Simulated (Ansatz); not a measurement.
# Nb2N(OH)2 MXene monolayer in a perpendicular field

Aim: how the Nb2N(OH)2 MXene monolayer screens a field along its normal, and what the field does to its bands. A positive field points along +c.

Calculated with Ansatz 0.2.0; plane-wave DFT, PBE-D3(BJ), Ansatz PAW.

Report form: the programs' logs are mostly left out.

**1. The structure**

The cell holds 7 atoms: 2 H, 2 O, 2 Nb and 1 N. Cell: a = 3.079 Å, b = 3.079 Å, c = 44.558 Å, α = 90.0°, β = 90.0°, γ = 120.0°. Vacuum lies along c.

**2. Relaxation**

The starting cell is a guess, so the in-plane lattice and the atoms are relaxed first, with the slab cut off from its images along the normal.

The input, input.yaml:

```yaml
crystal:
  lattice:
    - [3.079076, 0.0, 0.0]
    - [-1.539538, 2.6665580362, 0.0]
    - [0.0, 0.0, 44.5581836167]
  atoms:
    - { symbol: H, position: [0.3333333333, 0.6666666667, 0.4241645073] }
    - { symbol: O, position: [0.3333333333, 0.6666666667, 0.4461582225] }
    - { symbol: Nb, position: [0.6666666667, 0.3333333333, 0.4727340466], spin: 1.0 }
    - { symbol: "N", position: [0.0, 0.0, 0.5] }
    - { symbol: Nb, position: [0.3333333333, 0.6666666667, 0.5272659534], spin: 1.0 }
    - { symbol: O, position: [0.6666666667, 0.3333333333, 0.5538417775] }
    - { symbol: H, position: [0.6666666667, 0.3333333333, 0.5758354927] }
  periodic: [true, true, false]
magnetization:
  spin_polarized: true
kpoints:
  mp_grid: { grid: [12, 12, 1] }
hamiltonian:
  xc: pbe
  dispersion: d3bj
scf:
  occupations: { method: fermi_dirac, width: 0.05 }
  convergence: { dr2_threshold: 1.0e-09 }
relax:
  f_tol: 0.004
  max_steps: 90
  cell: {}
output:
  write_potential: true
  write_density: true
  volumetric_format: npy
```

On the command line:

```bash
> ansatz run input.yaml --threads 2 --pin off --max-ram 3072MiB --backend cpu --events-out ev --progress --plain --runs-dir out
```

Wall time 4.4 min (2 threads of Arm Neoverse V1, shared host); peak memory 0.91 GiB; 8.5 min of CPU time.

The steps of the relaxation:

```csv
step,energy less that of the first step (eV),largest force component (eV/Å),volume (Å³)
1,0.0000,2.7448,365.85
2,-0.4779,0.2927,366.42
3,-0.4856,0.2841,369.36
4,-0.5212,1.1296,373.92
5,-0.7941,0.3477,392.37
6,-0.7829,0.8145,407.05
7,-0.8153,0.1339,400.69
8,-0.8161,0.0230,402.59
9,-0.8162,0.0034,402.54
10*,-0.8613,0.0060,402.54
11,-0.8613,0.0060,405.09
12,-0.8611,0.0010,405.46
13*,-0.8629,0.0012,405.46
```

Relaxation steps marked * repeat the geometry before them on a plane-wave basis chosen anew for their cell, so energy and pressure can jump there. Relaxation step 6 was tried and not accepted.

The run keeps the 12 symmetry operations that it works with, so distortions that break them were not tested.

```csv
cell as run,before,after,change
a (Å),3.079,3.242,+5.3 %
b (Å),3.079,3.242,+5.3 %
```

The atoms that moved most (Å, along periodic axes as changes of fractional coordinates times the final cell, across vacuum about the mean position):

```csv
atom,dx,dy,dz,length
Nb3,0.000,0.000,0.174,0.174
Nb5,0.000,0.000,-0.174,0.174
H1,0.000,0.000,0.053,0.053
H7,0.000,0.000,-0.053,0.053
O6,0.000,0.000,-0.049,0.049
O2,0.000,0.000,0.049,0.049
```

Numbers from this step:

```yaml
energy_at_zero_smearing: -10659.3880 eV
```

The lattice constant a goes from 3.079 to 3.242 Å.

**3. Atoms held, field 0**

A sawtooth potential applies the field, turning back in the middle of the vacuum. With the dipole correction the typed value is the field outside the slab. The induced dipole is small, so the SCF threshold is tight.

The cell differs from the one that the last finished run ended in (c 44.558 → 24.651 Å).

The input, input.yaml:

```yaml
crystal:
  lattice:
    - [3.2415004102, 0.0, 0.0]
    - [-1.6207502051, 2.8072217016, 0.0]
    - [0.0, 0.0, 24.6514654698]
  atoms:
    - { symbol: H, position: [0.3333333333, 0.6666666667, 0.3650898569] }
    - { symbol: O, position: [0.3333333333, 0.6666666667, 0.4046841444] }
    - { symbol: Nb, position: [0.6666666667, 0.3333333333, 0.4577797802] }
    - { symbol: "N", position: [0.0, 0.0, 0.5] }
    - { symbol: Nb, position: [0.3333333333, 0.6666666667, 0.5422202198] }
    - { symbol: O, position: [0.6666666667, 0.3333333333, 0.5953158556] }
    - { symbol: H, position: [0.6666666667, 0.3333333333, 0.6349101431] }
kpoints:
  mp_grid: { grid: [18, 18, 1] }
  band_path:
    path: [[0, 0, 0], [0.5, 0, 0], [0.33333333, 0.33333333, 0], [0, 0, 0]]
    npoints: 16
hamiltonian:
  xc: pbe
  dispersion: d3bj
scf:
  occupations: { method: fermi_dirac, width: 0.02585 }
  convergence: { dr2_threshold: 1.0e-10 }
efield:
  axis: 3
  dipole_correction: true
  ramp_position: 0.97
  ramp_width: 0.06
  amplitude: 0
output:
  dos: { projected: true, e_range: [-6, 5] }
  write_potential: true
  write_density: true
  volumetric_format: npy
  elf: true
```

Wall time 25 s (2 threads); peak memory 0.64 GiB.

This step gave:

```yaml
energy_at_zero_smearing: -10659.3802 eV
work_function_upper_face: 2.442 eV
dipole_along_the_normal: 3.45e-7 e·Å
```

Running mean over a fixed 2.6 Å (it still follows the layers) of the planar mean; the ramp of the sawtooth is left out. Table of electron's electrostatic potential energy less the Fermi level by z:

z (Å), electron's electrostatic potential energy less the Fermi level (eV) and a bar from the least value:
```
      3.5        2.4 ##############################
      4.0        2.4 ##############################
      4.5        2.4 ##############################
      5.0        2.4 ##############################
      5.5        2.4 ##############################
      6.0        2.3 ##############################
      6.5        2.2 ##############################
      7.0        2.0 #############################
      7.5        1.6 #############################
      8.0        0.9 ############################
      8.5       -0.1 ##########################
      9.0       -1.7 #######################
      9.5       -3.8 ####################
     10.0       -7.4 ##############
     10.5      -10.6 #########
     11.0      -12.8 ######
     11.5      -14.1 ###
     12.0      -15.8 #
     12.5      -16.2 
     13.0      -14.6 ###
     13.5      -13.2 #####
     14.0      -11.4 ########
     14.5       -8.5 ############
     15.0       -4.8 ##################
     15.5       -2.3 ######################
     16.0       -0.5 #########################
     16.5        0.7 ###########################
     17.0        1.4 ############################
     17.5        1.9 #############################
     18.0        2.2 ##############################
     18.5        2.3 ##############################
     19.0        2.4 ##############################
     19.5        2.4 ##############################
     20.0        2.4 ##############################
     20.5        2.4 ##############################
     21.0        2.4 ##############################
     21.5        2.4 ##############################
```

The density of states has structure finer than the step of the table below, so its rows give means over 0.2 eV, whole bins alone (the curve runs from -6 to 1.17 eV). Peaks (eV: height): -5.81: 21.2, -2.72: 3.66, -0.46: 4.97, 0.45: 5.90.

The density of states by energy, zero at the Fermi level; means over each step:

energy (eV), density of states (states/eV a cell) and a bar:
```
     -5.8       11.9 ##############################
     -5.6        2.6 #######
     -5.4        2.4 ######
     -5.2        0.8 ##
     -5.0        0.4 #
     -4.8        0.0 
     -4.6        0.0 
     -4.4        0.0 
     -4.2        0.0 
     -4.0        0.0 
     -3.8        0.6 ##
     -3.6        0.9 ##
     -3.4        1.0 ###
     -3.2        1.1 ###
     -3.0        1.3 ###
     -2.8        2.0 #####
     -2.6        1.4 ###
     -2.4        0.9 ##
     -2.2        0.6 #
     -2.0        0.6 #
     -1.8        0.9 ##
     -1.6        1.8 #####
     -1.4        1.4 ####
     -1.2        1.2 ###
     -1.0        0.9 ##
     -0.8        0.9 ##
     -0.6        1.2 ###
     -0.4        2.5 ######
     -0.2        1.9 #####
      0.0        2.9 #######
      0.2        3.0 #######
      0.4        4.0 ##########
      0.6        2.4 ######
      0.8        1.7 ####
      1.0        2.1 #####
```

Projected DOS per atom over height of the atomic layer and energy from the Fermi level. Layers: H O Nb N Nb O H from below.

Ten even steps from '_' (0.00 states/eV) to '@' (2.86 states/eV), each cell a mean:
```
____::__::____
____..__..____
____==..==____
____::__::____
____::__::____
____::__::____
____..__..____
____..__..____
____::__::____
____..__..____
____..__..____
____..__..____
____::__::____
____..__..____
____..__..____
______________
______________
______________
______________
__..______..__
__--__..__--__
__@@--%%--@@__
```
Columns: height of the atomic layer (Å) from 9 to 15.7 (not evenly spaced); rows upwards: energy from the Fermi level (eV) from -5.96 to 1.15.

The electronic bands at the labelled points (eV, zero at the Fermi level):

```csv
point,band 20,band 21,band 22,band 23,band 24,band 25,band 26,band 27
Γ,-4.95,-2.16,-2.16,-0.48,-0.25,-0.16,0.24,1.44
halfway,-5.42,-3.11,-1.00,-0.51,0.42,0.90,1.33,1.39
M,-5.38,-3.88,0.41,0.50,1.44,1.54,1.92,2.48
halfway,-5.74,-3.03,-0.31,-0.21,1.43,1.88,2.02,2.81
K,-5.96,-1.48,-1.48,-1.00,1.59,1.59,2.24,3.29
halfway,-5.73,-2.72,-1.76,0.28,0.84,0.87,1.40,1.40
Γ,-4.95,-2.16,-2.16,-0.48,-0.25,-0.16,0.24,1.44
```

Valence density in the ca plane at fractional y = 0.333, with atoms of Nb and O and H within 0.2 Å of it. It is the smooth field of the valence electrons, not physical close to the nuclei.

Ten steps, logarithmic in the rise over the least value, from '0' (0.0 e/Å³) to '9' (6.9 e/Å³), each cell a mean:
```
00000000000000000011234676443333455321000000
00000000000000000001247898643234798653100000
00000000000000000001248999743235899764100000
00000000000000000001237898643234788642100000
00000000000000000011234665443333454321000000
00000000000000000112333334444443322100000000
00000000000000000123433233444554211000000000
00000000000000000112333334444443322100000000
```
Columns run along c (16.0 Å, from fractional 0.11 to 0.76 of the cell), rows up along a (3.2 Å). Atoms in or near the plane, at fractional coordinates: Nb at (0.46, 0.67), O at (0.60, 0.67), H at (0.63, 0.67).

ELF in the ca plane at fractional y = 0.333, with atoms of Nb and O and H within 0.2 Å of it. It is the smooth field of the valence electrons, not physical close to the nuclei.

Ten even steps from '0' (0.00) to '9' (0.97), each cell a mean:
```
00000001223321000001112564222112677543100123
00000001123321000000026767422114877888410123
00000001133321000000137536623115745999510123
00000001123321000000026767422114877787310123
00000001223321000012212453222111576432100123
00000001223321000124541112432231122100000133
00000001223321000124652113542243100000000223
00000001223321000123541112342221122100000133
```
Columns run along c (16.0 Å, from fractional 0.11 to 0.76 of the cell), rows up along a (3.2 Å). Atoms in or near the plane, at fractional coordinates: Nb at (0.46, 0.67), O at (0.60, 0.67), H at (0.63, 0.67).

Electrostatic potential energy in the ca plane at fractional y = 0.333, with atoms of Nb and O and H within 0.2 Å of it. With pseudopotentials it is smooth inside the atoms' cores, unlike the true potential.

Ten even steps from '0' (-50 eV) to '9' (5 eV), each cell a mean:
```
99999999974336888888889999999999999999999999
99999999840002799996225679999999999999999999
99999999730001699994002148999999999999999999
99999999850003799997336679999999999999999999
99999999975347888888889999999999999999999999
99999999998888887678999999999999999999999999
99999999999999876568999999999999999999999999
99999999998888887778999999999999999999999999
```
Columns run along c (16.0 Å, from fractional 0.29 to 0.94 of the cell; values clipped at the 3rd and 97th percentile), rows up along a (3.2 Å). Atoms in or near the plane, at fractional coordinates: Nb at (0.46, 0.67), O at (0.60, 0.67), H at (0.63, 0.67).

The work function of the upper face is 2.44 eV.

**4. Single point, field 0.1 V/Å**

input.yaml, as its differences from that of step 3:

```diff
@@ -29,5 +29,4 @@
   ramp_width: 0.06
-  amplitude: 0
+  amplitude: 0.1
 output:
-  dos: { projected: true, e_range: [-6, 5] }
   write_potential: true
@@ -35,2 +34 @@
   volumetric_format: npy
-  elf: true
```

Run time: 33 s. Hardware: 2 threads; peak memory 0.6 GiB.

The dipole is 0.0625 e·Å.

**5. Single point, field -0.1 V/Å**

input.yaml, as its differences from that of step 4:

```diff
@@ -29,3 +29,3 @@
   ramp_width: 0.06
-  amplitude: 0.1
+  amplitude: -0.1
 output:
```

Elapsed: 32 s, on 2 threads; peak memory 0.62 GiB.

The dipole is -0.0625 e·Å.

**6. Response, atoms held**

This step: plane-wave DFT, PBE-D3(BJ), Ansatz PAW; response to a field along the normal, atoms held (Ansatz 0.2.0).

The dipoles give the slope, and the difference of two potentials shows where the field is screened.

Numbers from this step:

* equivalent conductor thickness p/(ε₀AE): 12.42 Å
* distance between the outer atoms: 6.651 Å

The dipole of the cell by applied field:

```csv
applied field (V/Å),dipole of the cell (e·Å)
-0.1000,-0.0625
0.0000,3.4e-7
0.1000,0.0625
```

Local field over the applied field, running mean. From the potentials at -0.1 and 0.1 V/Å; running mean over 2.5 Å. Local field over applied field against z:

z (Å), local field over applied field and a bar from the least value:
```
      4.5      0.934 #############################
      5.0      0.888 ############################
      5.5      0.815 ##########################
      6.0      0.708 #######################
      6.5      0.564 ###################
      7.0      0.388 ###############
      7.5      0.198 ##########
      8.0      0.033 #####
      8.5     -0.083 ##
      9.0     -0.145 
      9.5     -0.155 
     10.0     -0.132 #
     10.5     -0.093 ##
     11.0     -0.059 ###
     11.5     -0.032 ###
     12.0     -0.018 ####
     12.5     -0.015 ####
     13.0     -0.028 ###
     13.5     -0.049 ###
     14.0     -0.082 ##
     14.5     -0.120 #
     15.0     -0.151 
     15.5     -0.153 
     16.0     -0.108 #
     16.5     -0.007 ####
     17.0      0.144 ########
     17.5      0.331 #############
     18.0      0.514 ##################
     18.5      0.669 ######################
     19.0      0.787 #########################
     19.5      0.869 ############################
     20.0      0.923 #############################
     20.5      0.955 ##############################
```

The induced electron density oscillates, so the rows of the table below give means over windows of 0.5 Å about each position, cut where the curve ends. Its maxima inside the range that stand out by 2 % of the span (Å: e/Å³ per V/Å): 7.53: 0.00257, 9.72: 2.9e-5, 10.55: 2.1e-4, 13.42: 8.5e-4, 14.65: 0.00130, 15.48: 9.0e-4. Its minima: 9.18: -9.0e-4, 10.00: -0.00130, 11.23: -8.5e-4, 14.11: -2.1e-4, 14.93: -2.9e-5, 17.12: -0.00257.

Electrons, planar mean, per unit field. Table of induced electron density by z; means over each step:

z (Å), induced electron density (e/Å³ per V/Å) and a bar from the least value:
```
      4.5    0.00032 #################
      5.0    0.00053 ##################
      5.5    0.00085 ####################
      6.0    0.00133 #######################
      6.5    0.00188 ##########################
      7.0    0.00235 #############################
      7.5    0.00255 ##############################
      8.0    0.00228 ############################
      8.5    0.00117 ######################
      9.0   -0.00054 ############
      9.5   -0.00035 #############
     10.0   -0.00080 ##########
     10.5    0.00005 ###############
     11.0   -0.00040 #############
     11.5   -0.00051 ############
     12.0   -0.00018 ##############
     12.5    0.00011 ################
     13.0    0.00035 #################
     13.5    0.00062 ###################
     14.0   -0.00009 ##############
     14.5    0.00071 ###################
     15.0    0.00029 #################
     15.5    0.00073 ###################
     16.0   -0.00063 ###########
     16.5   -0.00205 ###
     17.0   -0.00252 
     17.5   -0.00244 
     18.0   -0.00204 ###
     18.5   -0.00149 ######
     19.0   -0.00098 #########
     19.5   -0.00061 ###########
     20.0   -0.00037 #############
     20.5   -0.00024 ##############
```

By hand: between -0.1 and 0.1 V/Å the dipole changes by 0.1249 e·Å, a slope of 0.6246 e·Å²/V. A perfect conductor of thickness t has p = ε₀AEt, so t = 180.95 × 0.6246 / 9.100 = 12.42 Å (e/ε₀ = 180.95 V·Å, A in Å²).

The induced dipole is that of a conductor 12.42 Å thick.

**7. Summary of results**

```
gap without field                          : none
work function, upper face                  : 2.44 eV
equivalent conductor thickness, atoms held : 12.4 Å
```

What this shows: The induced dipole equals that of a perfect conductor 12.42 Å thick, while the outer atoms lie 6.65 Å apart. There is no gap over 0.03 eV, with or without the field. The first relaxation ran with spin and lost its moment, and the later runs have none; other magnetic states were not tried. Spin-orbit coupling is left out. The MXene's terminations sit over the metal atoms of its far layer; the site over carbon or nitrogen, which some compounds prefer, was not run.

[Logs are printed without paths, hosts, clocks, repeated set-up lines and the standing remarks that a program may print on its own settings, such as how far it seeks lower states.]

[Hosts, paths, dates, database ids (printed as entryN), source tags and the programs' standing remarks are cut or masked in the printed files.]

[Maps of the electrostatic potential energy from Ansatz leave out the sawtooth potential of an applied field or a dipole correction, so their vacuum need not be flat; planar profiles and work functions include it.]

[The density of states shown here was stored with 400 of the rows of the run's finer table, so its peaks can read low, often by over a quarter, or be missed, and its means over a window can be off by a tenth or more.]
